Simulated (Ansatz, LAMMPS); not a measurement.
# Glassy NaFeSi2O6 (120 atoms): a short ab initio trajectory

Wanted: a short trajectory of glassy NaFeSi2O6 (120 atoms) with its pair distributions.

Program: Ansatz 0.2.0. Level of theory: Kohn-Sham DFT, PBE, PAW (set soft_2), plane waves. Results are calculated unless marked as measured.

### Step 1. The starting structure

The cell holds 120 atoms: 12 Fe, 12 Na, 72 O and 24 Si. Cell: a = 11.856 Å, b = 11.856 Å, c = 11.856 Å, α = 90.0°, β = 90.0°, γ = 90.0°. 120 atoms (12 Fe, 12 Na, 72 O, 24 Si) placed at random at 2.76 g/cm³, melted at 4500 K for 20 ps at fixed volume with the Morse and Coulomb pair potential with partial charges (Pedone, Malavasi, Menziani, Cormack and Segre, J. Phys. Chem. B 110, 11780 (2006)). Quenched from 4500 K to 300 K at 10 K/ps and fixed volume, held 5 ps.

What the set-up can't give: The quench rate of 10 K/ps far exceeds what a furnace or splat quench reaches, so expect more defects and frozen-in strain than in a real sample. The network of bonds at the start is that of the classical potential that made the cell. Without a Hubbard term or exact exchange, open shells on Fe are likely too delocalised. Sampling is at Γ alone, for a cell whose shortest periodic width is 12 Å.

### Step 2. Single point at the start

The forces at the start show how far the geometry lies from a minimum of this functional.

Input file input.yaml:

```yaml
crystal:
  lattice:
    - [11.8563, 0.0, 0.0]
    - [0.0, 11.8563, 0.0]
    - [0.0, 0.0, 11.8563]
  atoms:
    - { symbol: Fe, position: [0.13134, 0.2129, 0.24724], spin: 5.0 }
    - { symbol: Fe, position: [0.38634, 0.27451, 0.33348], spin: -5.0 }
    - { symbol: Fe, position: [0.36624, 0.13888, 0.9202], spin: 5.0 }
    - { symbol: Fe, position: [0.20274, 0.76473, 0.12602], spin: -5.0 }
    [... 110 atom lines left out ...]
    - { symbol: Si, position: [0.59379, 0.34626, 0.47365] }
    - { symbol: Si, position: [0.26565, 0.4083, 0.54503] }
    - { symbol: Si, position: [0.66978, 0.56414, 0.06739] }
    - { symbol: Si, position: [0.00557, 0.70326, 0.32542] }
    - { symbol: Si, position: [0.39764, 0.76636, 0.32792] }
    - { symbol: Si, position: [0.91565, 0.1735, 0.62873] }
magnetization:
  spin_polarized: true
kpoints:
  mp_grid: { grid: [1, 1, 1] }
hamiltonian:
  xc: pbe
scf:
  occupations: { method: gaussian, width: 0.025 }
  lower_state_search: "off"
output:
  forces: true
  stress: true
```

Run with:

```console
$ ansatz run input.yaml --threads 16 --pin off --max-ram 31232MiB --backend cpu --events-out ev --progress --plain --runs-dir out
```

The job ended after 50 s (16 threads of Arm Neoverse V2, shared host; peak memory 4.6 GiB).

Read from the output:

| Item | Value |
| --- | --- |
| free energy | -127789.8399 eV |
| free energy per atom | -1064.9153 eV/atom |
| SCF cycles | 43 |
| pressure | 2.967 GPa |
| r.m.s. force component | 1.273 eV/Å |
| longest force | 5.255 eV/Å |
| Fermi energy | 4.836 eV |
| total moment | -9.809 μB |
| absolute moment | 56.24 μB |

The r.m.s. force component of 1.3 eV/Å and the pressure of 3.0 GPa set the starting point.

Length of the force by element:

```
element  coordination  atoms  mean length of the force (eV/Å)  spread  least  most
     Fe           all     12                             1.53   0.639  0.612  2.75
     Na           all     12                            0.513   0.252  0.166  1.05
      O           all     72                             1.97    1.03  0.319  5.26
     Si           all     24                             2.64   0.994   1.18  4.66
```

### Step 3. Dynamics at 900 K

Without a thermostat the total energy must stay constant, which tests forces and time step. The time step is 1.0 fs.

Edit input.yaml of step 2 so:

```diff
@@ -19 +19,8 @@
   stress: true
+md:
+  timestep: 1.0
+  n_steps: 110
+  ensemble: nve
+  temperature: 900
+  initial_velocities: maxwell_boltzmann
+  seed: 8642
```

Run time: 54 min. Hardware: 16 threads; peak memory 5 GiB; 14 h of CPU time.

The program notes that the SCF threshold is loose for the stress and it switched symmetry off.

The trajectory, sampled:

```
time (fs)  T (K)  potential (meV/atom)  conserved (meV/atom)
      0.0    900                   0.0                  0.00
      7.0    913                  -1.7                 -0.05
     15.0    727                  22.2                  0.05
     22.0    698                  25.9                  0.01
     29.0    663                  30.4                  0.04
     37.0    737                  21.0                  0.01
     44.0    768                  16.9                  0.00
     51.0    710                  24.5                  0.04
     59.0    749                  19.4                  0.02
     66.0    766                  17.2                  0.00
     73.0    801                  12.6                  0.02
     81.0    866                   4.4                 -0.02
     88.0    783                  15.1                  0.03
     95.0    769                  16.8                  0.01
    103.0    797                  13.2                  0.00
    110.0    795                  13.5                  0.02
```

Mean square displacement from the first frame to the last: Fe 0.12 Å², Na 0.43 Å², O 0.15 Å², Si 0.092 Å².

Table of mean square displacement by time lag:

```
time lag (fs)  Fe (Å²)  Na (Å²)   O (Å²)  Si (Å²)
          1.0   3.6e-5   8.1e-5   1.2e-4   6.9e-5
          3.0   3.2e-4   7.3e-4  0.00106   6.1e-4
          5.0   8.8e-4  0.00201  0.00290  0.00167
          7.0  0.00171  0.00392  0.00555  0.00319
         10.0  0.00345  0.00793   0.0108  0.00614
         12.0  0.00491   0.0113   0.0149  0.00842
         14.0  0.00660   0.0153   0.0194   0.0109
         16.0  0.00850   0.0198   0.0241   0.0134
         19.0   0.0117   0.0275   0.0313   0.0171
         21.0   0.0140   0.0331   0.0361   0.0195
         23.0   0.0165   0.0393   0.0409   0.0218
         25.0   0.0192   0.0458   0.0456   0.0240
         28.0   0.0233   0.0562   0.0525   0.0271
         30.0   0.0263   0.0635   0.0571   0.0291
         32.0   0.0292   0.0712   0.0616   0.0309
         34.0   0.0323   0.0790   0.0661   0.0327
         37.0   0.0370   0.0913   0.0728   0.0354
         39.0   0.0402   0.0997   0.0771   0.0372
         41.0   0.0435    0.108   0.0814   0.0389
         43.0   0.0467    0.117   0.0855   0.0407
         46.0   0.0517    0.130   0.0913   0.0433
         48.0   0.0550    0.139   0.0949   0.0450
         50.0   0.0583    0.148   0.0982   0.0466
         52.0   0.0616    0.158    0.101   0.0482
         55.0   0.0665    0.171    0.105   0.0505
```

Over the second half of 110 fs the temperature averages 790 K with swings of 36 K r.m.s. The conserved energy stays within 0.06 meV/atom. From first frame to last Na has the largest mean square displacement, 0.43 Å² at the end; the farthest move is 0.95 Å. The count of bonds goes from 208 in the first frame to 205 in the last, by one set of cutoffs: 13 pairs passed out of them and 10 came within. The run spans 0.11 ps, too short for its means to be equilibrium values.

### Step 4. Local order late in the run

The g(r) is a mean over the second half; what follows it is taken at the last frame.

Bonds before and after, by the cutoffs listed below:

```
pair  bonds before  bonds after  mean before (Å)  mean after (Å)  spread before (Å)  spread after (Å)
O-Si            96           96            1.624           1.656              0.057             0.065
O-Fe            62           59            2.043           2.018              0.191             0.154
O-Na            50           50            2.562           2.544              0.201             0.221
```

Density 2.76 g/cm³, 13.89 Å³ an atom.

Mean of 15 frames. Pair distribution functions g(r), in bins of 0.2 Å:

```
r (Å)  total   O-O   O-Si  O-Fe  O-Na  Si-Si  Si-Fe
 1.40   0.01  0.00   0.05  0.00  0.00   0.00   0.00
 1.60   2.52  0.00  10.43  0.11  0.00   0.00   0.00
 1.80   1.13  0.00   2.96  3.50  0.00   0.00   0.00
 2.00   0.68  0.00   0.02  5.39  0.25   0.00   0.00
 2.20   0.36  0.00   0.00  1.66  1.34   0.00   0.00
 2.40   0.51  0.45   0.00  0.73  2.13   0.00   0.00
 2.60   1.27  2.94   0.09  0.08  1.34   0.00   0.18
 2.80   1.30  3.03   0.10  0.12  0.98   0.21   0.26
 3.00   0.82  1.02   0.16  0.27  0.89   2.39   1.14
 3.20   1.06  0.95   0.44  0.39  0.95   3.60   3.86
 3.40   0.98  0.69   0.79  0.96  1.00   0.43   3.88
 3.60   0.97  0.61   1.24  1.40  0.78   0.18   0.95
 3.80   0.97  0.77   1.21  1.31  0.83   0.21   0.65
 4.00   1.01  0.72   1.46  1.18  1.05   0.57   0.62
 4.20   1.12  0.69   1.96  1.16  1.02   0.87   1.16
 4.40   1.08  0.77   1.51  1.69  1.01   0.83   0.53
 4.60   1.02  0.94   0.81  1.54  1.20   1.13   1.05
 4.80   1.05  1.23   0.71  1.24  1.25   0.91   0.64
 5.00   1.02  1.37   0.72  0.72  1.01   1.43   0.76
 5.20   1.04  1.36   0.71  0.74  1.08   1.08   1.17
 5.40   0.99  1.12   0.80  0.86  1.19   0.92   0.96
 5.60   0.92  1.04   0.96  0.69  0.87   1.08   0.53
 5.80   0.87  0.93   0.77  0.67  0.88   1.07   1.23
```

Bonds by pair of elements; cutoffs follow the first minimum of g(r), held within bounds set by covalent radii, and pairs that aren't listed don't count as bonded:

```
pair A-B  cutoff (Å)  bonds  mean length (Å)  spread (Å)  shortest (Å)  B about A  A about B
    O-Si        2.16     96             1.66       0.065          1.54       1.33          4
    O-Fe        2.62     59             2.02       0.154          1.75      0.819       4.92
    O-Na        2.93     50             2.54       0.221          2.02      0.694       4.17
```

How many atoms have how many bonded neighbours:

```
element  mean   2   3   4  5  6
     Fe  4.92   0   0   2  9  1
     Na  4.17   1   1   6  3  1
      O  2.85  22  39  11  0  0
     Si     4   0   0  24  0  0
```

Bond angles, per cent of each kind in bins of 5°:

```
angle (°)  O-Si-O  O-Fe-O  O-Na-O  Na-O-Si  Fe-O-Si
    55–60     0.0     0.0    10.6      0.0      0.0
    60–65     0.0     0.9     5.9      0.0      0.0
    65–70     0.0     0.0     2.4      0.0      0.0
    70–75     0.0     3.4     5.9      0.0      0.0
    75–80     0.0     9.4     3.5      3.4      0.0
    80–85     0.0     3.4     4.7      5.1      2.0
    85–90     0.0    11.1     5.9     10.2      0.0
    90–95     4.2     8.6     3.5      8.5      0.0
   95–100     6.2    16.2     7.1      8.5      0.0
  100–105    19.4     8.6     5.9      8.5      3.9
  105–110    25.7     7.7     5.9     15.3      2.0
  110–115    18.1     6.0     2.4     10.2     11.8
  115–120    17.4     4.3     9.4      5.1      7.8
  120–125     6.2     1.7     8.2      8.5     15.7
  125–130     2.8     0.9     3.5      5.1     17.6
  130–135     0.0     2.6     5.9      3.4      7.8
  135–140     0.0     0.9     4.7      5.1      7.8
  140–145     0.0     3.4     0.0      0.0      9.8
  145–150     0.0     0.9     1.2      3.4      0.0
  150–155     0.0     0.0     1.2      0.0      5.9
  155–160     0.0     2.6     2.4      0.0      3.9
  160–165     0.0     2.6     0.0      0.0      0.0
  165–170     0.0     1.7     0.0      0.0      3.9
  170–175     0.0     3.4     0.0      0.0      0.0
```

Bond angles (no mean is given where the spread exceeds 20°):

```
  angle  count  mean (°)  spread (°)
 O-Si-O    144       109         7.6
 O-Fe-O    117         -           -
 O-Na-O     85         -           -
Na-O-Si     59       108        17.3
Fe-O-Si     51       129        16.3
```

Oxygen atoms by the number of network formers (Si, P, Ge, B, Al, As, Ga) bound to them:

```
network formers bound to O  O atoms  per cent
                         0        4       5.6
                         1       40      55.6
                         2       28      38.9
```

Network units: each former by its oxygen neighbours and how many of them bridge to another former:

```
former  O neighbours  bridging O  atoms
    Si             4           0      1
    Si             4           1      4
    Si             4           2      7
    Si             4           3     10
    Si             4           4      2
```

Bond length by coordination (bonds to H left out):

```
element  coordination  atoms  mean bond length (Å)
     Fe             4      2                  1.93
     Fe             5      9                  2.02
     Fe             6      1                  2.08
     Na             2      1                  2.85
     Na             3      1                  2.29
     Na             4      6                  2.54
     Na             5      3                  2.59
     Na             6      1                  2.49
      O             2     22                  1.71
      O             3     39                  2.00
      O             4     11                  2.19
```

Rings of the network by King's shortest-path rule, up to 12 atoms, one path for each pair of neighbours; H, halogens, alkali and alkaline-earth atoms are left out, and the last column divides by all other atoms, bonded or not:

```
ring size (atoms)  rings  per network atom
                4      7             0.065
                6     14              0.13
                8     32             0.296
               10     28             0.259
               12     25             0.231
```

For some of the pairs, g(r) has its first main peak near 2.7 Å (O-O), 1.6 Å (O-Si), 1.9 Å (O-Fe), 2.4 Å (O-Na), 3.1 Å (Si-Si) and 3.3 Å (Si-Fe). With the cutoffs above, 75 % of Fe atoms have 5, 50 % of Na atoms have 4, 54 % of O atoms have 3 and all Si atoms have 4 bonded neighbours. The O-Si-O angle averages 109° with a spread of 8°. Counting bonds to Si alone, not to Fe, 39 % of the oxygens join two of these atoms and 56 % one; 6 % join none. The commonest Si unit has 4 oxygens, 3 of them shared with other formers (10 of 24 atoms). Rings of 8 atoms are the most common (30 % of those counted); sizes run from 4 to 12, where the search stops.

(Part 1 of 2 ends here.)

[Logs are printed without paths, hosts, clocks, repeated set-up lines and the standing remarks that a program may print on its own settings, such as how far it seeks lower states.]

[Hosts, paths, dates, database ids (printed as entryN), source tags and the programs' standing remarks are cut or masked in the printed files.]
